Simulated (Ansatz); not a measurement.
Rows from a G0W0 calculation on LiMgBN2 (I-4m2) (Ansatz 0.2.0; G0W0 on PBE, plane waves, PAW; PAW set soft_1; 6×6×6 mesh, 270 empty bands, screening to 150 eV, PAW set soft_1 files), in eV. Spin-orbit coupling is left out.

| row | k | band | start | Σx | Σc at the solution | Vxc |
| --- | --- | --- | --- | --- | --- | --- |
| A | Γ | c2 | 9.188 | -3.804 | -3.711 | -8.145 |
| B | (-0.500, -0.500, -0.500) | c1 | 6.650 | -5.080 | -3.212 | -8.763 |
| C | Γ | c1 | 5.709 | -5.369 | -3.209 | -9.058 |
| D | (-0.500, -0.500, -0.500) | v1 | 3.106 | -20.697 | 2.495 | -16.994 |
| E | Γ | v1 | 1.755 | -19.787 | 2.896 | -15.507 |
| F | (-0.500, -0.500, -0.500) | c2 | 9.444 | -6.361 | -3.882 | -11.051 |

**Question.** Work out each quasiparticle level and how far it moved.

The quasiparticle equation reads E = start + Σx + Σc(E) − Vxc.

| row | E (eV) | shift (eV) |
| --- | --- | --- |
| A | 9.818 | +0.630 |
| B | 7.121 | +0.471 |
| C | 6.189 | +0.480 |
| D | 1.897 | −1.208 |
| E | 0.370 | −1.385 |
| F | 10.252 | +0.809 |

Limits: not at the basis limit.

[Runs of the session that timed out or met a known fault of the program may be left out.]

[Cells called generated may have been cut or substituted from an entry of the Crystallography Open Database or the Materials Project.]

[Hosts, paths, dates, database ids (printed as entryN), source tags and the programs' standing remarks are cut or masked in the printed files.]
